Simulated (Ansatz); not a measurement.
Planning a GW calculation on P2Ir (P2_1/c).

The structure is monoclinic, space group P2_1/c (No. 14). Conventional cell: a = 5.772 Å, b = 5.807 Å, c = 5.872 Å, α = 90.00°, β = 111.25°, γ = 90.00°. P has 1 P at 2.22 Å and 3 Ir at 2.41 to 2.42 Å nearest. Nearest to P lie 1 P at 2.22 Å and 3 Ir at 2.33 to 2.35 Å. Ir has 6 P at 2.33 to 2.42 Å nearest. Farther neighbours are not listed.

```yaml
crystal:
  lattice:
    - [5.77234, 0.00000, 0.00000]
    - [0.00000, 5.80673, 0.00000]
    - [-2.12850, 0.00000, 5.47314]
  atoms:
    - { symbol: P, position: [0.15801, 0.88188, 0.87029] }
    - { symbol: P, position: [0.84199, 0.38188, 0.62971] }
    - { symbol: P, position: [0.84199, 0.11812, 0.12971] }
    - { symbol: P, position: [0.15801, 0.61812, 0.37029] }
    - { symbol: P, position: [0.33432, 0.37721, 0.18855] }
    - { symbol: P, position: [0.66568, 0.87721, 0.31145] }
    - { symbol: P, position: [0.66568, 0.62279, 0.81145] }
    - { symbol: P, position: [0.33432, 0.12279, 0.68855] }
    - { symbol: Ir, position: [0.27187, 0.49883, 0.79158] }
    - { symbol: Ir, position: [0.72813, 0.99883, 0.70842] }
    - { symbol: Ir, position: [0.72813, 0.50117, 0.20842] }
    - { symbol: Ir, position: [0.27187, 0.00117, 0.29158] }
```

The cell and positions are those that the Materials Project relaxed with its own functionals (PBE, PBE+U or r2SCAN), kept fixed. Spin-orbit coupling is left out unless a run names it. PAW set soft_2, made with PBE.

Runs so far (Ansatz 0.2.0, start LDA, default PAW files, 4×2×4 mesh). Times are wall times on 1 × NVIDIA GB200 (shared by 2 runs) with 24 threads of Arm Neoverse V2, shared host, good to a factor of about two.

```csv
bands summed,cutoff (eV),gap on the mesh (eV),time
192,48,1.100,5.6 s
445,96,1.139,11 s
```

Q: What should the next rung give, with 897 bands and screening to 160 eV, and where is the limit?

The error falls about as one over the bands when the cutoff rises with them. A line through the two highest rungs given predicts 1.154 eV; the run gave 1.152 eV, close to it. The two highest rungs put the limit near 1.166 eV, the pair below near 1.169 eV; their difference is a rough measure of what is unsettled in bands and cutoff; the mesh is a separate error.

Gaps are over the mesh's points; an edge off the mesh would be missed. Limits: not at the basis limit; no spin polarisation; d states lean on the start; no spin-orbit coupling; coarse k mesh.

[Paths, hosts, dates, memory and timing lines, banners, echoed tables and standing remarks are left out of the program output.]

[Logs are printed without paths, hosts, clocks, repeated set-up lines and the standing remarks that a program may print on its own settings, such as how far it seeks lower states.]

[Runs of the session that timed out or met a known fault of the program may be left out.]

[Cells called generated may have been cut or substituted from an entry of the Crystallography Open Database or the Materials Project.]

[Hosts, paths, dates, database ids (printed as entryN), source tags and the programs' standing remarks are cut or masked in the printed files.]
